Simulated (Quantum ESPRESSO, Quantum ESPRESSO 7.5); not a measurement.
# antimonene, 1 layer, rectangular cell, stepped through strain along the first axis

Aim: how the results for antimonene, 1 layer, rectangular cell change with strain along the first axis.

Program: Quantum ESPRESSO 7.5. Level of theory: plane-wave DFT, PBE, GBRV ultrasoft pseudopotentials. Results are calculated unless marked as measured.

### Step 1. The structure

The cell holds 4 atoms: 4 Sb. Its edges and angles: a = 4.120 Å, b = 7.136 Å, c = 16.650 Å, α = 90.0°, β = 90.0°, γ = 90.0°. It derives from Sb. Vacuum lies along c.

Coordinates:

```cif
data_structure
_symmetry_space_group_name_H-M 'P 1'
_symmetry_Int_Tables_number 1
_cell_length_a 4.1200
_cell_length_b 7.1360
_cell_length_c 16.6500
_cell_angle_alpha 90.000
_cell_angle_beta 90.000
_cell_angle_gamma 90.000
_cell_volume 489.52
loop_
_atom_site_label
_atom_site_type_symbol
_atom_site_fract_x
_atom_site_fract_y
_atom_site_fract_z
_atom_site_occupancy
Sb1 Sb 0.50000 0.16667 0.45045 1
Sb2 Sb 0.00000 0.66667 0.45045 1
Sb3 Sb 0.00000 0.33333 0.54955 1
Sb4 Sb 0.50000 0.83333 0.54955 1
```

Set-up: Cell and atoms are first relaxed; each strained cell is then held, the other axis too, and the atoms relax in it. A periodic run with 15 Å of vacuum in the starting cell gives the vacuum levels, and bands follow along a path.

Members -2, -1, 0, 1 and 2 took the same steps and show in the table alone.

### Step 2. Variable-cell relaxation of the reference

What the set-up leaves free in this member is relaxed.

The input, ref.relax.in:

```
&control
  prefix = 'ref.relax'
  outdir = './out'
  pseudo_dir = './pseudo'
  nstep = 80
  forc_conv_thr = 0.0004
  calculation = 'vc-relax'
  etot_conv_thr = 1e-06
/
&system
  ibrav = 0
  nat = 4
  ntyp = 1
  ecutwfc = 50
  ecutrho = 250
  occupations = 'smearing'
  smearing = 'fd'
  degauss = 0.004
/
&electrons
  conv_thr = 1e-09
  mixing_beta = 0.4
  electron_maxstep = 120
  mixing_mode = 'plain'
/
&ions
/
&cell
  cell_dofree = '2Dxy'
  press_conv_thr = 0.3
/
ATOMIC_SPECIES
  Sb  121.7600  sb_pbe_v1.4.uspp.F.UPF
CELL_PARAMETERS angstrom
  4.12000000000000 0.00000000000000 0.00000000000000
  0.00000000000000 7.13604932718377 0.00000000000000
  0.00000000000000 0.00000000000000 16.65000000000000
ATOMIC_POSITIONS crystal
  Sb  0.500000000000 0.166666666600 0.450450450450
  Sb  0.000000000000 0.666666666600 0.450450450450
  Sb  0.000000000000 0.333333333400 0.549549549550
  Sb  0.500000000000 0.833333333400 0.549549549550
K_POINTS automatic
  8 4 1 0 0 0
```

Run with:

```sh
> OMP_NUM_THREADS=1 mpirun -n 4 pw.x -nk 2 -in ref.relax.in > ref.relax.out
```

Log:

```text
Program PWSCF v.7.5 starts
[citation notice left out]

     Parallel version (MPI & OpenMP), running on       4 processor cores
     Number of MPI processes:                 4
     Threads/MPI process:                     1

     MPI processes distributed on     1 nodes
[...]
Current dimensions of program PWSCF are:
     Max number of different atomic species (ntypx) = 10
     Max number of k-points (npk) =  40000
     Max angular momentum in pseudopotentials (lmaxx) =  4
     Found identity + (  0.5000 -0.5000  0.0000) symmetry
     This is a supercell, fractional translations are disabled
     Message from routine setup:
     using ibrav=0 with symmetry is DISCOURAGED, use correct ibrav instead

     K-points division:     npool     =       2
     R & G space division:  proc/nbgrp/npool/nimage =       2
     Subspace diagonalization in iterative solution of the eigenvalue problem:
     a serial algorithm will be used

     Parallelization info
     --------------------
     sticks:   dense  smooth     PW     G-vecs:    dense   smooth      PW
     Min        1042     839    239               110268    78923   11941
     Max        1043     840    240               110275    78924   11948
     Sum        2085    1679    479               220543   157847   23889

     Using Slab Decomposition

     bravais-lattice index     =            0
     lattice parameter (alat)  =       7.7857  a.u.
     unit-cell volume          =    3303.4360 (a.u.)^3
     number of atoms/cell      =            4
     number of atomic types    =            1
     number of electrons       =        60.00
     number of Kohn-Sham states=           36
     kinetic-energy cutoff     =      50.0000  Ry
     charge density cutoff     =     250.0000  Ry
     scf convergence threshold =      1.0E-09
     mixing beta               =       0.4000
     number of iterations used =            8  plain     mixing
     energy convergence thresh.=      1.0E-06
     force convergence thresh. =      4.0E-04
     press convergence thresh. =      3.0E-01
     Exchange-correlation=  SLA  PW   PBX  PBC
                           (   1   4   3   4   0   0   0)
     nstep                     =           80

     celldm(1)=   7.785672  celldm(2)=   0.000000  celldm(3)=   0.000000
     celldm(4)=   0.000000  celldm(5)=   0.000000  celldm(6)=   0.000000

     crystal axes: (cart. coord. in units of alat)
               a(1) = (   1.000000   0.000000   0.000000 )
               a(2) = (   0.000000   1.732051   0.000000 )
               a(3) = (   0.000000   0.000000   4.041262 )

     reciprocal axes: (cart. coord. in units 2 pi/alat)
               b(1) = (  1.000000  0.000000  0.000000 )
               b(2) = (  0.000000  0.577350  0.000000 )
               b(3) = (  0.000000  0.000000  0.247447 )

     PseudoPot. # 1 for Sb read from file:
     ./pseudo/sb_pbe_v1.4.uspp.F.UPF
     Pseudo is Ultrasoft + core correction, Zval = 15.0
     Generated by new atomic code, or converted to UPF format
     Using radial grid of  891 points,  6 beta functions with:
                l(1) =   0
                l(2) =   0
                l(3) =   1
                l(4) =   1
                l(5) =   2
                l(6) =   2
     Q(r) pseudized with  8 coefficients,  rinner =    1.350   1.350   1.350
                                                       1.350   1.350

     atomic species   valence    mass     pseudopotential
     Sb               15.00   121.76000     Sb( 1.00)

      4 Sym. Ops., with inversion, found

   Cartesian axes

     site n.     atom                  positions (alat units)
         1        Sb     tau(   1) = (   0.5000000   0.2886751   1.8203883  )
         2        Sb     tau(   2) = (   0.0000000   1.1547005   1.8203883  )
         3        Sb     tau(   3) = (   0.0000000   0.5773503   2.2208738  )
         4        Sb     tau(   4) = (   0.5000000   1.4433757   2.2208738  )

     number of k points=    15  Fermi-Dirac smearing, width (Ry)=  0.0040
                       cart. coord. in units 2pi/alat
        k(    1) = (   0.0000000   0.0000000   0.0000000), wk =   0.0625000
        k(    2) = (   0.0000000   0.1443376   0.0000000), wk =   0.1250000
        k(    3) = (   0.0000000  -0.2886751   0.0000000), wk =   0.0625000
        k(    4) = (   0.1250000   0.0000000   0.0000000), wk =   0.1250000
        k(    5) = (   0.1250000   0.1443376   0.0000000), wk =   0.2500000
        k(    6) = (   0.1250000  -0.2886751   0.0000000), wk =   0.1250000
        k(    7) = (   0.2500000   0.0000000   0.0000000), wk =   0.1250000
        k(    8) = (   0.2500000   0.1443376   0.0000000), wk =   0.2500000
        k(    9) = (   0.2500000  -0.2886751   0.0000000), wk =   0.1250000
        k(   10) = (   0.3750000   0.0000000   0.0000000), wk =   0.1250000
[...]
k(   15) = (  -0.5000000  -0.2886751   0.0000000), wk =   0.0625000

     Dense  grid:   220543 G-vectors     FFT dimensions: (  40,  72, 160)

     Smooth grid:   157847 G-vectors     FFT dimensions: (  36,  64, 144)

     Estimated max dynamical RAM per process >     293.08 MB

     Estimated total dynamical RAM >       1.09 GB

     Check: negative core charge=   -0.000003

     Initial potential from superposition of free atoms

     starting charge      55.9999, renormalised to      60.0000

     negative rho (up, down):  4.603E-04 0.000E+00
     Starting wfcs are   36 randomized atomic wfcs

     total cpu time spent up to now is        2.1 secs

     per-process dynamical memory:   118.7 Mb

     Self-consistent Calculation

     iteration #  1     ecut=    50.00 Ry     beta= 0.40
     Davidson diagonalization with overlap
     ethr =  1.00E-02,  avg # of iterations =  5.9

     negative rho (up, down):  5.546E-05 0.000E+00

     total cpu time spent up to now is        8.6 secs

     total energy              =    -739.22013234 Ry
     estimated scf accuracy    <       4.45342482 Ry

     iteration #  2     ecut=    50.00 Ry     beta= 0.40
[...]
negative rho (up, down):  2.285E-05 0.000E+00

[...]
total energy              =    -739.73802653 Ry
     estimated scf accuracy    <       0.24941882 Ry

     iteration #  3     ecut=    50.00 Ry     beta= 0.40
[...]
negative rho (up, down):  5.525E-05 0.000E+00

[...]
total energy              =    -739.78416779 Ry
     estimated scf accuracy    <       0.01373301 Ry

     iteration #  4     ecut=    50.00 Ry     beta= 0.40
[...]
Forces acting on atoms (cartesian axes, Ry/au):

     atom    1 type  1   force =     0.00000000   -0.00004864    0.00096508
     atom    2 type  1   force =     0.00000000   -0.00002816    0.00095575
     atom    3 type  1   force =     0.00000000    0.00002816   -0.00095575
     atom    4 type  1   force =     0.00000000    0.00004864   -0.00096508

     Total force =     0.001922     Total SCF correction =     0.000035

     Computing stress (Cartesian axis) and pressure

     negative rho (up, down):  1.004E-04 0.000E+00
          total   stress  (Ry/bohr**3)                   (kbar)     P=       -0.36
  -0.00000107   0.00000000   0.00000000           -0.16        0.00        0.00
   0.00000000  -0.00000193   0.00000006            0.00       -0.28        0.01
   0.00000000   0.00000006  -0.00000433            0.00        0.01       -0.64

     Energy error            =      3.9E-05 Ry
     Gradient error          =      9.7E-04 Ry/Bohr
     Cell gradient error     =      2.8E-01 kbar

     number of scf cycles    =   3
     number of bfgs steps    =   2

     enthalpy           old  =    -739.7850052113 Ry
     enthalpy           new  =    -739.7850442525 Ry

     CASE: enthalpy          _new < enthalpy          _old

     new trust radius        =       0.0026445105 bohr
     new conv_thr            =            2.4E-11 Ry

     new unit-cell volume =   3301.03522 a.u.^3 (   489.16295 Ang^3 )
     density =      1.65333 g/cm^3

CELL_PARAMETERS (angstrom)
   4.118733563   0.000000000   0.000000000
   0.000000000   7.133055780   0.000000000
   0.000000000   0.000000000  16.650000000

ATOMIC_POSITIONS (crystal)
Sb               0.5000000000        0.1666436289        0.4508306014
Sb               0.0000000000        0.6666408449        0.4508301885
Sb               0.0000000000        0.3333591551        0.5491698115
Sb               0.5000000000        0.8333563711        0.5491693986

[...]
NEW-OLD atomic charge density approx. for the potential
     New effective cutoffs (rho, wfc):  250.19   50.04

     Check: negative core charge=   -0.000003

     negative rho (up, down):  1.009E-04 0.000E+00

     total cpu time spent up to now is      139.0 secs

     per-process dynamical memory:   127.2 Mb

[...]
!    total energy              =    -739.78504971 Ry
[...]
Total force =     0.000100     Total SCF correction =     0.000015
[...]
number of bfgs steps    =   3
[...]
new trust radius        =       0.0002514544 bohr
[...]
!    total energy              =    -739.78504979 Ry
[...]
Total force =     0.000074     Total SCF correction =     0.000006
[...]
Self-consistent Calculation

     iteration #  1     ecut=    50.00 Ry     beta= 0.40
     Davidson diagonalization with overlap
     c_bands:  1 eigenvalues not converged
     c_bands:  1 eigenvalues not converged
     c_bands:  1 eigenvalues not converged
     c_bands:  4 eigenvalues not converged
     c_bands:  1 eigenvalues not converged
     ethr =  1.00E-06,  avg # of iterations = 19.3

     negative rho (up, down):  1.979E-06 0.000E+00

     total cpu time spent up to now is      227.1 secs

     total energy              =    -739.10950390 Ry
     estimated scf accuracy    <       4.65898942 Ry

[...]
iteration # 13     ecut=    50.00 Ry     beta= 0.40
[...]
negative rho (up, down):  9.714E-05 0.000E+00

[...]
End of self-consistent calculation

          k = 0.0000 0.0000 0.0000 ( 19777 PWs)   bands (ev):

   -29.8644 -29.8643 -29.8570 -29.8037 -29.7936 -29.7934 -29.7635 -29.7496
   -29.7360 -29.7349 -29.7299 -29.7005 -29.7000 -29.6878 -29.6874 -29.6595
   -29.6518 -29.6113 -29.6078 -29.6077 -12.5502 -10.6338  -9.0607  -7.5974
    -4.2257  -2.8345  -2.7459  -1.8821  -1.2884  -1.2876   0.2943   0.3604
     1.1727   1.5070   2.2658   2.8830

          k = 0.0000 0.1444 0.0000 ( 19718 PWs)   bands (ev):

   -29.8633 -29.8581 -29.8566 -29.8110 -29.7925 -29.7885 -29.7805 -29.7562
   -29.7475 -29.7307 -29.7162 -29.6960 -29.6908 -29.6881 -29.6822 -29.6563
   -29.6539 -29.6166 -29.6108 -29.6083 -12.3847 -11.1745  -8.4576  -7.5999
    -4.3200  -2.6760  -2.5481  -2.3294  -1.8196  -1.6319   0.0911   0.7356
     1.5754   1.6675   1.8252   2.2835

          k = 0.0000-0.2888 0.0000 ( 19658 PWs)   bands (ev):

   -29.8608 -29.8608 -29.8353 -29.8352 -29.7897 -29.7897 -29.7750 -29.7750
   -29.7405 -29.7405 -29.7008 -29.7008 -29.6899 -29.6899 -29.6609 -29.6609
   -29.6396 -29.6395 -29.6095 -29.6095 -11.9022 -11.9021  -7.7816  -7.7816
    -3.8892  -3.8892  -2.2309  -2.2309  -1.8292  -1.8292   0.0809   0.0809
     2.1755   2.1755   2.2095   2.2095

          k = 0.1250 0.0000 0.0000 ( 19741 PWs)   bands (ev):

   -29.8636 -29.8584 -29.8572 -29.7969 -29.7925 -29.7900 -29.7604 -29.7480
   -29.7440 -29.7394 -29.7234 -29.7040 -29.6952 -29.6904 -29.6876 -29.6630
   -29.6533 -29.6146 -29.6125 -29.6081 -12.4260 -10.5059  -9.1259  -7.5966
    -4.2914  -3.2615  -2.7405  -2.3096  -1.8339  -1.5982   0.9597   1.0247
     1.2101   1.2169   1.8715   2.0224

          k = 0.1250 0.1444 0.0000 ( 19706 PWs)   bands (ev):

   -29.8626 -29.8582 -29.8508 -29.8045 -29.7915 -29.7853 -29.7787 -29.7583
   -29.7457 -29.7272 -29.7212 -29.6937 -29.6924 -29.6880 -29.6857 -29.6595
   -29.6555 -29.6230 -29.6118 -29.6086 -12.2620 -11.0592  -8.5265  -7.6201
    -4.2336  -3.3717  -3.0081  -2.2309  -1.9565  -1.7762   0.6687   0.7964
     1.5192   1.5908   2.0725   2.2242

          k = 0.1250-0.2888 0.0000 ( 19728 PWs)   bands (ev):

   -29.8605 -29.8605 -29.8297 -29.8297 -29.7876 -29.7876 -29.7744 -29.7744
   -29.7380 -29.7380 -29.7047 -29.7047 -29.6887 -29.6887 -29.6632 -29.6632
   -29.6443 -29.6443 -29.6102 -29.6102 -11.7837 -11.7836  -7.8486  -7.8486
    -3.8718  -3.8717  -2.8984  -2.8983  -1.7908  -1.7908   0.7454   0.7455
     1.6054   1.6054   2.4278   2.4278

[...]
the Fermi energy is    -0.6412 ev

!    total energy              =    -739.78503460 Ry
     estimated scf accuracy    <          1.5E-12 Ry
     smearing contrib. (-TS)   =      -0.00000010 Ry
     internal energy E=F+TS    =    -739.78503450 Ry

     The total energy is F=E-TS. E is the sum of the following terms:
     one-electron contribution =   -1798.07298246 Ry
     hartree contribution      =     909.00106859 Ry
     xc contribution           =    -176.02921342 Ry
     ewald contribution        =     325.31609279 Ry

     convergence has been achieved in  13 iterations

     negative rho (up, down):  9.714E-05 0.000E+00

     Forces acting on atoms (cartesian axes, Ry/au):

     atom    1 type  1   force =     0.00000000   -0.00000828   -0.00001452
     atom    2 type  1   force =     0.00000000   -0.00000391   -0.00001672
     atom    3 type  1   force =     0.00000000    0.00000391    0.00001672
     atom    4 type  1   force =     0.00000000    0.00000828    0.00001452

     Total force =     0.000034     Total SCF correction =     0.000010
     SCF correction compared to forces is large: reduce conv_thr to get better values

     Computing stress (Cartesian axis) and pressure

     negative rho (up, down):  9.714E-05 0.000E+00
          total   stress  (Ry/bohr**3)                   (kbar)     P=       -0.17
  -0.00000015   0.00000000   0.00000000           -0.02        0.00        0.00
   0.00000000  -0.00000090  -0.00000000            0.00       -0.13       -0.00
   0.00000000  -0.00000000  -0.00000249            0.00       -0.00       -0.37

[...]
=------------------------------------------------------------------------------=
   JOB DONE.
=------------------------------------------------------------------------------=
```

Elapsed: 4.9 min, on 4 MPI ranks of Arm Neoverse V1, shared host; peak memory 1.2 GiB; 19 min of CPU time.

The steps of the relaxation:

```csv
step,energy less that of the first step (eV),largest force (eV/Å),volume (Å³)
1,0.0000,0.1142,489.52
2,-0.0009,0.0714,489.40
3,-0.0015,0.0248,489.25
4,-0.0015,0.0013,489.16
5,-0.0015,0.0010,489.15
6,-0.0013,0.0004,489.15
```

```csv
cell as run,before,after,change
a (Å),4.120,4.119,-0.0 %
b (Å),7.136,7.133,-0.0 %
```

Final coordinates:

```xyz
4
Lattice="4.1187 0.0000 0.0000 0.0000 7.1329 0.0000 0.0000 0.0000 16.6500" Properties=species:S:1:pos:R:3
Sb    2.0594    1.1886    7.5063
Sb    0.0000    4.7551    7.5063
Sb    0.0000    2.3778    9.1437
Sb    2.0594    5.9443    9.1437
```

 The last row is no step: it is a fresh SCF in the final cell with a new plane-wave basis, +0 meV from the row before.

This step gave:

| Property | Result |
| --- | --- |
| free energy | -10065.2882 eV |
| Fermi energy | -0.6412 eV |

[end of part 1 of 7]

[Logs are printed without paths, hosts, clocks, repeated set-up lines and the standing remarks that a program may print on its own settings, such as how far it seeks lower states.]

[Hosts, paths, dates, database ids (printed as entryN), source tags and the programs' standing remarks are cut or masked in the printed files.]

[Maps of the electrostatic potential energy from Ansatz leave out the sawtooth potential of an applied field or a dipole correction, so their vacuum need not be flat; planar profiles and work functions include it.]
